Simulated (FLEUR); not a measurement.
# Magnetic state of Ce from several starts

Wanted: the moments of Ce and the energy of each order that was tried.

Method: PBE with U = 5.5 eV, J = 0.7 eV on Ce f; all-electron FLAPW, Dirac cores, scalar-relativistic bands, in FLEUR MaX-R8.1.

Most raw output is cut from this account.

## (1) Set-up

Symmetry: Fm-3m, No. 225, cubic system. The conventional cell has a = 5.161 Å, b = 5.161 Å, c = 5.161 Å, α = 90.00°, β = 90.00°, γ = 90.00°. Ce has 12 Ce at 3.65 Å nearest.

Structure file:

```xyz
1
Lattice="0.0000 2.5806 2.5806 2.5806 0.0000 2.5806 2.5806 2.5806 0.0000" Properties=species:S:1:pos:R:3 pbc="T T T"
Ce    0.0000    0.0000    0.0000
```

The settings of this session are cheaper than careful work needs (see the inputs), so it shows what such settings give, not the properties of the crystal.

## (2) Run 1 (ferro +)

The parallel start is the test of whether parallel moments hold. A Hubbard U acts on the open shell, since semilocal functionals spread its electrons too much.

The file n_mmp_mat seeds the f occupations with whole cubic orbitals by Hund's first rule, so that the U acts from the first pass. inpgen writes inp.xml from crystal.txt; cutoffs, mixing, functional, smearing and local orbitals are then set in the file. The k list default-1 (kpts.xml, not shown) is a Γ-centred 8×8×8 mesh; where the ranks do not divide the number of points, some are split in two of half the weight.

Contents of inp.xml:

```
<?xml version="1.0" encoding="UTF-8" standalone="no"?>
<fleurInput fleurInputVersion="0.39">
   <comment>
      Ce
   </comment>
   <calculationSetup>
      <cutoffs Kmax="2.88" Gmax="8.6" GmaxXC="8.6" numbands="0"/>
      <scfLoop itmax="130" minDistance="0.0001" maxIterBroyd="6" imix="Anderson" alpha="0.05" precondParam="0.0" spinf="2.0" sdNocoIR="T"/>
      <coreElectrons ctail="T" frcor="F" kcrel="0" coretail_lmax="0"/>
      <xcFunctional name="pbe" relativisticCorrections="F"/>
      <magnetism jspins="2"/>
      <soc l_soc="F" theta="0.0" phi="0.0" spav="F"/>
      <expertModes spex="0" secvar="F"/>
      <geometryOptimization l_f="F" forcealpha="1.0" forcemix="BFGS" epsdisp="0.00001" epsforce="0.00001"/>
      <ldaU l_linMix="F" mixParam="0.05" spinf="1.0"/>
   </calculationSetup>
   <cell>
      <bzIntegration valenceElectrons="12.0" mode="hist" fermiSmearingEnergy="0.00183747">
         <kPointListSelection listName="default-1"/>
         <xi:include xmlns:xi="http://www.w3.org/2001/XInclude" href="kpts.xml"> </xi:include>
      </bzIntegration>
      <xi:include xmlns:xi="http://www.w3.org/2001/XInclude" href="sym.xml"> </xi:include>
      <bulkLattice scale="1.0">
         <bravaisMatrix>
            <row-1>    0.0000000000000000     4.8766272371427597     4.8766272371427597</row-1>
            <row-2>    4.8766272371427597     0.0000000000000000     4.8766272371427597</row-2>
            <row-3>    4.8766272371427597     4.8766272371427597     0.0000000000000000</row-3>
         </bravaisMatrix>
      </bulkLattice>
   </cell>
   <atomSpecies>
      <species name="Cerium (Ce1.000" element="Ce" atomicNumber="58">
         <mtSphere radius="2.8" gridPoints="925" logIncrement="0.014"/>
         <atomicCutoffs lmax="10" lnonsphr="8"/>
         <electronConfig flipSpins="F">
            <coreConfig>(1s1/2) (2s1/2) (2p1/2) (2p3/2) (3s1/2) (3p1/2) (3p3/2) (4s1/2) (3d3/2) (3d5/2) (4p1/2) (4p3/2) (4d3/2) (4d5/2)</coreConfig>
            <valenceConfig>(5s1/2) (5p1/2) (5p3/2) (6s1/2) (5d3/2) (5d5/2) (4f5/2) (4f7/2)</valenceConfig>
            <stateOccupation state="(5d3/2)" spinUp="0.2" spinDown="0.2"/>
            <stateOccupation state="(5d5/2)" spinUp="0.3" spinDown="0.3"/>
            <stateOccupation state="(4f5/2)" spinUp="0.4285714285714" spinDown="0.0"/>
            <stateOccupation state="(4f7/2)" spinUp="0.5714285714286" spinDown="0.0"/>
         </electronConfig>
         <energyParameters s="6" p="6" d="5" f="4"/>
         <ldaU l="3" U="5.5" J="0.7" l_amf="F"/>
         <lo type="SCLO" l="0" n="5" eDeriv="0"/>
         <lo type="SCLO" l="1" n="5" eDeriv="0"/>
      </species>
   </atomSpecies>
   <atomGroups>
      <atomGroup species="Cerium (Ce1.000">
         <relPos label="                   1">.0000000000 .0000000000 .0000000000</relPos>
         <force calculate="T" relaxXYZ="TTT"/>
      </atomGroup>
   </atomGroups>
   <output dos="F" band="F" slice="F">
      <bandDOS minEnergy="-.5*Htr" maxEnergy="0.5*Htr" sigma="0.015" storeEVData="T"/>
      <plotting iplot="0" polar="F">
         <plot TwoD="T" vec1="  1.0  0.0  0.0" vec2="  0.0  1.0  0.0" vec3="  0.0  0.0  1.0" zero="  0.0  0.0  0.0" file="plot"/>
      </plotting>
      <moessbauerParams electricFieldGradient="F" isomerShift="F" coreHyperfine="F" valenceHyperfine="F"/>
   </output>
</fleurInput>
```

Contents of crystal.txt:

```
Ce
&input film=F cartesian=F /
0.00000000000  2.58060000000  2.58060000000
2.58060000000  0.00000000000  2.58060000000
2.58060000000  2.58060000000  0.00000000000
1.8897261246
1.0 1.0 1.0

1
58 0.00000000000  0.00000000000  0.00000000000 : 1.000

&kpt div1=8 div2=8 div3=8 gamma=T /
```

The run is started by

```sh
> OMP_NUM_THREADS=1 inpgen -f crystal.txt > inpgen.log  # inp.xml is then edited as shown
> OMP_NUM_THREADS=1 mpirun -n 4 fleur_MPI > fleur.log
```

Elapsed: 10 s, on 4 MPI ranks of Arm Neoverse V1, shared host; peak memory 0.18 GiB.

Read from the output:

| Property | Result |
| --- | --- |
| free energy | -241238.2095 eV |
| program's band gap on this mesh (in a metal only a level spacing) | 0.01594 eV |
| magnetization | 1.160 μB |
| final state | ferromagnetic |
| largest moment | 1.047 μB |

After 21 cycles the largest moment stands at 1.05 μB.

## (3) Order 2, typed as antiferro q=(0,0,1/2) +-

Reversing part of the moments tests the sign of the couplings between them.

This order needs a doubled cell of 2 atoms. The mesh is halved along the doubled vector, so that both cells sample the same points. The k list default-1 (kpts.xml, not shown) is a Γ-centred 8×8×4 mesh.

Changes to inp.xml since step 2:

```diff
@@ -17,3 +17,3 @@
    <cell>
-      <bzIntegration valenceElectrons="12.0" mode="hist" fermiSmearingEnergy="0.00183747">
+      <bzIntegration valenceElectrons="24.0" mode="hist" fermiSmearingEnergy="0.00183747">
          <kPointListSelection listName="default-1"/>
@@ -26,3 +26,3 @@
             <row-2>    4.8766272371427597     0.0000000000000000     4.8766272371427597</row-2>
-            <row-3>    4.8766272371427597     4.8766272371427597     0.0000000000000000</row-3>
+            <row-3>    9.7532544742855194     9.7532544742855194     0.0000000000000000</row-3>
          </bravaisMatrix>
@@ -47,2 +47,18 @@
       </species>
+      <species name="Cerium (Ce-1.000" element="Ce" atomicNumber="58">
+         <mtSphere radius="2.8" gridPoints="925" logIncrement="0.014"/>
+         <atomicCutoffs lmax="10" lnonsphr="8"/>
+         <electronConfig flipSpins="F">
+            <coreConfig>(1s1/2) (2s1/2) (2p1/2) (2p3/2) (3s1/2) (3p1/2) (3p3/2) (4s1/2) (3d3/2) (3d5/2) (4p1/2) (4p3/2) (4d3/2) (4d5/2)</coreConfig>
+            <valenceConfig>(5s1/2) (5p1/2) (5p3/2) (6s1/2) (5d3/2) (5d5/2) (4f5/2) (4f7/2)</valenceConfig>
+            <stateOccupation state="(5d3/2)" spinUp="0.2" spinDown="0.2"/>
+            <stateOccupation state="(5d5/2)" spinUp="0.3" spinDown="0.3"/>
+            <stateOccupation state="(4f5/2)" spinUp="0.0" spinDown="0.4285714285714"/>
+            <stateOccupation state="(4f7/2)" spinUp="0.0" spinDown="0.5714285714286"/>
+         </electronConfig>
+         <energyParameters s="6" p="6" d="5" f="4"/>
+         <ldaU l="3" U="5.5" J="0.7" l_amf="F"/>
+         <lo type="SCLO" l="0" n="5" eDeriv="0"/>
+         <lo type="SCLO" l="1" n="5" eDeriv="0"/>
+      </species>
    </atomSpecies>
@@ -51,2 +67,6 @@
          <relPos label="                   1">.0000000000 .0000000000 .0000000000</relPos>
+         <force calculate="T" relaxXYZ="TTT"/>
+      </atomGroup>
+      <atomGroup species="Cerium (Ce-1.000">
+         <relPos label="                   2">.0000000000 .0000000000 1.000/2.000</relPos>
          <force calculate="T" relaxXYZ="TTT"/>
```

Contents of crystal.txt:

```
Ce
&input film=F cartesian=F /
0.00000000000  2.58060000000  2.58060000000
2.58060000000  0.00000000000  2.58060000000
5.16120000000  5.16120000000  0.00000000000
1.8897261246
1.0 1.0 1.0

2
58 0.00000000000  0.00000000000  0.00000000000 : 1.000
58 0.00000000000  0.00000000000  0.50000000000 : -1.000

&kpt div1=8 div2=8 div3=4 gamma=T /
```

The job ended after 43 s (4 MPI ranks; peak memory 0.3 GiB).

Read from the output:

```yaml
free_energy: -482476.4308 eV
program_s_band_gap_on_this_mesh_in_a_metal_only_a_level_spacing: 1.37e-5 eV
magnetization: 0 μB
final_state: antiferromagnetic
largest_moment: 1.050 μB
```

It lies 5.89 meV a seeded atom under the first start, and its largest moment is 1.05 μB against 1.05 μB.

## (4) Run 3 (antiferro q=(0,1/2,1/2) +-)

The cell is doubled to 2 atoms to hold this order. The mesh is halved along the doubled vector, so that both cells sample the same points. The k list default-1 (kpts.xml, not shown) is a Γ-centred 8×4×8 mesh.

Changes to inp.xml since step 3:

```diff
@@ -25,4 +25,4 @@
             <row-1>    0.0000000000000000     4.8766272371427597     4.8766272371427597</row-1>
-            <row-2>    4.8766272371427597     0.0000000000000000     4.8766272371427597</row-2>
-            <row-3>    9.7532544742855194     9.7532544742855194     0.0000000000000000</row-3>
+            <row-2>    9.7532544742855194     0.0000000000000000     9.7532544742855194</row-2>
+            <row-3>    9.7532544742855194     4.8766272371427597     4.8766272371427597</row-3>
          </bravaisMatrix>
@@ -70,3 +70,3 @@
       <atomGroup species="Cerium (Ce-1.000">
-         <relPos label="                   2">.0000000000 .0000000000 1.000/2.000</relPos>
+         <relPos label="                   2">.0000000000 1.000/2.000 .0000000000</relPos>
          <force calculate="T" relaxXYZ="TTT"/>
```

Contents of crystal.txt:

```
Ce
&input film=F cartesian=F /
0.00000000000  2.58060000000  2.58060000000
5.16120000000  0.00000000000  5.16120000000
5.16120000000  2.58060000000  2.58060000000
1.8897261246
1.0 1.0 1.0

2
58 0.00000000000  0.00000000000  0.00000000000 : 1.000
58 0.00000000000  0.50000000000  0.00000000000 : -1.000

&kpt div1=8 div2=4 div3=8 gamma=T /
```

It took 34 s on 4 MPI ranks; peak memory 0.3 GiB.

Spin moment in the muffin-tin sphere by atom:

| atom | spin moment in the muffin-tin sphere (μB) |
| --- | --- |
| Ce1 | 1.06 |
| Ce2 | -1.06 |

Numbers from this step:

| Quantity | Value |
| --- | --- |
| free energy | -482476.4344 eV |
| program's band gap on this mesh (in a metal only a level spacing) | 4.50e-9 eV |
| magnetization | 0 μB |
| final state | antiferromagnetic |

It lies 7.71 meV a seeded atom under the first start, and its largest moment is 1.06 μB against 1.05 μB.

## (5) The states side by side

Free energies are divided by the number of seeded atoms, so that cells of unlike size compare. Wavevectors q in the names are fractions of the primitive cell's reciprocal vectors.

Orders:

| start | final state | typed order kept | energy over the lowest (meV a seeded atom) | largest sphere moment (μB) | net moment (μB a primitive cell) | mesh matched | CPU time (s) |
| --- | --- | --- | --- | --- | --- | --- | --- |
| ferro + | ferromagnetic | yes | 7.707 | 1.047 | 1.16 | yes | 40.39 |
| antiferro q=(0,0,1/2) +- | antiferromagnetic | yes | 1.815 | 1.05 | 0 | yes | 170.8 |
| antiferro q=(0,1/2,1/2) +- | antiferromagnetic | yes | 0 | 1.056 | 0 | yes | 134.3 |

## (6) Spin–orbit coupling, moments along [001]

Spin–orbit coupling ties the spins to the lattice and lets orbital moments form.

A new self-consistent run of the start antiferro q=(0,1/2,1/2) +-, with the moments along z. Here n_mmp_mat seeds f states of whole m by Hund's three rules.

Changes to inp.xml since step 2:

```diff
@@ -6,3 +6,3 @@
    <calculationSetup>
-      <cutoffs Kmax="2.88" Gmax="8.6" GmaxXC="8.6" numbands="0"/>
+      <cutoffs Kmax="2.88" Gmax="8.6" GmaxXC="8.6" numbands="64"/>
       <scfLoop itmax="130" minDistance="0.0001" maxIterBroyd="6" imix="Anderson" alpha="0.05" precondParam="0.0" spinf="2.0" sdNocoIR="T"/>
@@ -11,3 +11,3 @@
       <magnetism jspins="2"/>
-      <soc l_soc="F" theta="0.0" phi="0.0" spav="F"/>
+      <soc l_soc="T" theta="0.0" phi="0.0" spav="F"/>
       <expertModes spex="0" secvar="F"/>
@@ -17,3 +17,3 @@
    <cell>
-      <bzIntegration valenceElectrons="12.0" mode="hist" fermiSmearingEnergy="0.00183747">
+      <bzIntegration valenceElectrons="24.0" mode="hist" fermiSmearingEnergy="0.00183747">
          <kPointListSelection listName="default-1"/>
@@ -25,4 +25,4 @@
             <row-1>    0.0000000000000000     4.8766272371427597     4.8766272371427597</row-1>
-            <row-2>    4.8766272371427597     0.0000000000000000     4.8766272371427597</row-2>
-            <row-3>    4.8766272371427597     4.8766272371427597     0.0000000000000000</row-3>
+            <row-2>    9.7532544742855194     0.0000000000000000     9.7532544742855194</row-2>
+            <row-3>    9.7532544742855194     4.8766272371427597     4.8766272371427597</row-3>
          </bravaisMatrix>
@@ -47,2 +47,18 @@
       </species>
+      <species name="Cerium (Ce-1.000" element="Ce" atomicNumber="58">
+         <mtSphere radius="2.8" gridPoints="925" logIncrement="0.014"/>
+         <atomicCutoffs lmax="10" lnonsphr="8"/>
+         <electronConfig flipSpins="F">
+            <coreConfig>(1s1/2) (2s1/2) (2p1/2) (2p3/2) (3s1/2) (3p1/2) (3p3/2) (4s1/2) (3d3/2) (3d5/2) (4p1/2) (4p3/2) (4d3/2) (4d5/2)</coreConfig>
+            <valenceConfig>(5s1/2) (5p1/2) (5p3/2) (6s1/2) (5d3/2) (5d5/2) (4f5/2) (4f7/2)</valenceConfig>
+            <stateOccupation state="(5d3/2)" spinUp="0.2" spinDown="0.2"/>
+            <stateOccupation state="(5d5/2)" spinUp="0.3" spinDown="0.3"/>
+            <stateOccupation state="(4f5/2)" spinUp="0.0" spinDown="0.4285714285714"/>
+            <stateOccupation state="(4f7/2)" spinUp="0.0" spinDown="0.5714285714286"/>
+         </electronConfig>
+         <energyParameters s="6" p="6" d="5" f="4"/>
+         <ldaU l="3" U="5.5" J="0.7" l_amf="F"/>
+         <lo type="SCLO" l="0" n="5" eDeriv="0"/>
+         <lo type="SCLO" l="1" n="5" eDeriv="0"/>
+      </species>
    </atomSpecies>
@@ -51,2 +67,6 @@
          <relPos label="                   1">.0000000000 .0000000000 .0000000000</relPos>
+         <force calculate="T" relaxXYZ="TTT"/>
+      </atomGroup>
+      <atomGroup species="Cerium (Ce-1.000">
+         <relPos label="                   2">.0000000000 1.000/2.000 .0000000000</relPos>
          <force calculate="T" relaxXYZ="TTT"/>
```

Contents of crystal.txt:

```
Ce
&input film=F cartesian=F /
0.00000000000  2.58060000000  2.58060000000
5.16120000000  0.00000000000  5.16120000000
5.16120000000  2.58060000000  2.58060000000
1.8897261246
1.0 1.0 1.0

2
58 0.00000000000  0.00000000000  0.00000000000 : 1.000
58 0.00000000000  0.50000000000  0.00000000000 : -1.000

&soc 0.0000000 0.0000000 /
&kpt div1=8 div2=4 div3=8 gamma=T /
```

Wall time 6 min (4 MPI ranks); peak memory 0.47 GiB; 24 min of CPU time.

Read from the output:

| Quantity | Value |
| --- | --- |
| free energy | -482475.9770 eV |
| program's band gap on this mesh (in a metal only a level spacing) | 1.95e-7 eV |
| magnetization | 0 μB |
| final state | antiferromagnetic |
| largest moment | 1.017 μB |
| orbital moment along the spin | -2.861 μB |

Orbital moment in the sphere, along the spin axis by atom:

| atom | orbital moment in the sphere, along the spin axis (μB) |
| --- | --- |
| Ce1 | -2.86 |
| Ce2 | 2.86 |

## (7) Results

* lowest state found: antiferromagnetic (typed antiferro q=(0,1/2,1/2) +-)
* largest site spin moment: 1.06 μB
* next finished state: antiferromagnetic, 1.81 meV a seeded atom higher
* orbital moment on the atom of largest spin, along its spin (spin–orbit run): -2.86 μB
* spin plus orbital moment: Ce 1.84 μB

What this shows: The lowest state found is antiferromagnetic, reached from the start antiferro q=(0,1/2,1/2) +-, with moments up to 1.06 μB. The two lowest states lie so close that the mesh, the functional or spin–orbit coupling could swap them. The orbital moment is antiparallel to the spin, as Hund's third rule has it for a shell under half filled. The f shell was seeded by Hund's rules, so the run need not end in the lowest state; crystal-field states that mix several m can carry less. This is the lowest of 3 finished starts, no proof of the ground state. Open f shells have many stationary orbital fillings, so the state need not be the lowest, and spin-only moments miss the orbital part.

[Logs and program files are shortened in this print: banners, set-up blocks, solver, clock and traceback lines can be left out without a mark of their own.]

[Logs are printed without paths, hosts, clocks, repeated set-up lines and the standing remarks that a program may print on its own settings, such as how far it seeks lower states.]

[Hosts, paths, dates, database ids (printed as entryN), source tags and the programs' standing remarks are cut or masked in the printed files.]

[Where a cell is said to come from a database of computed structures, the database is the Materials Project.]
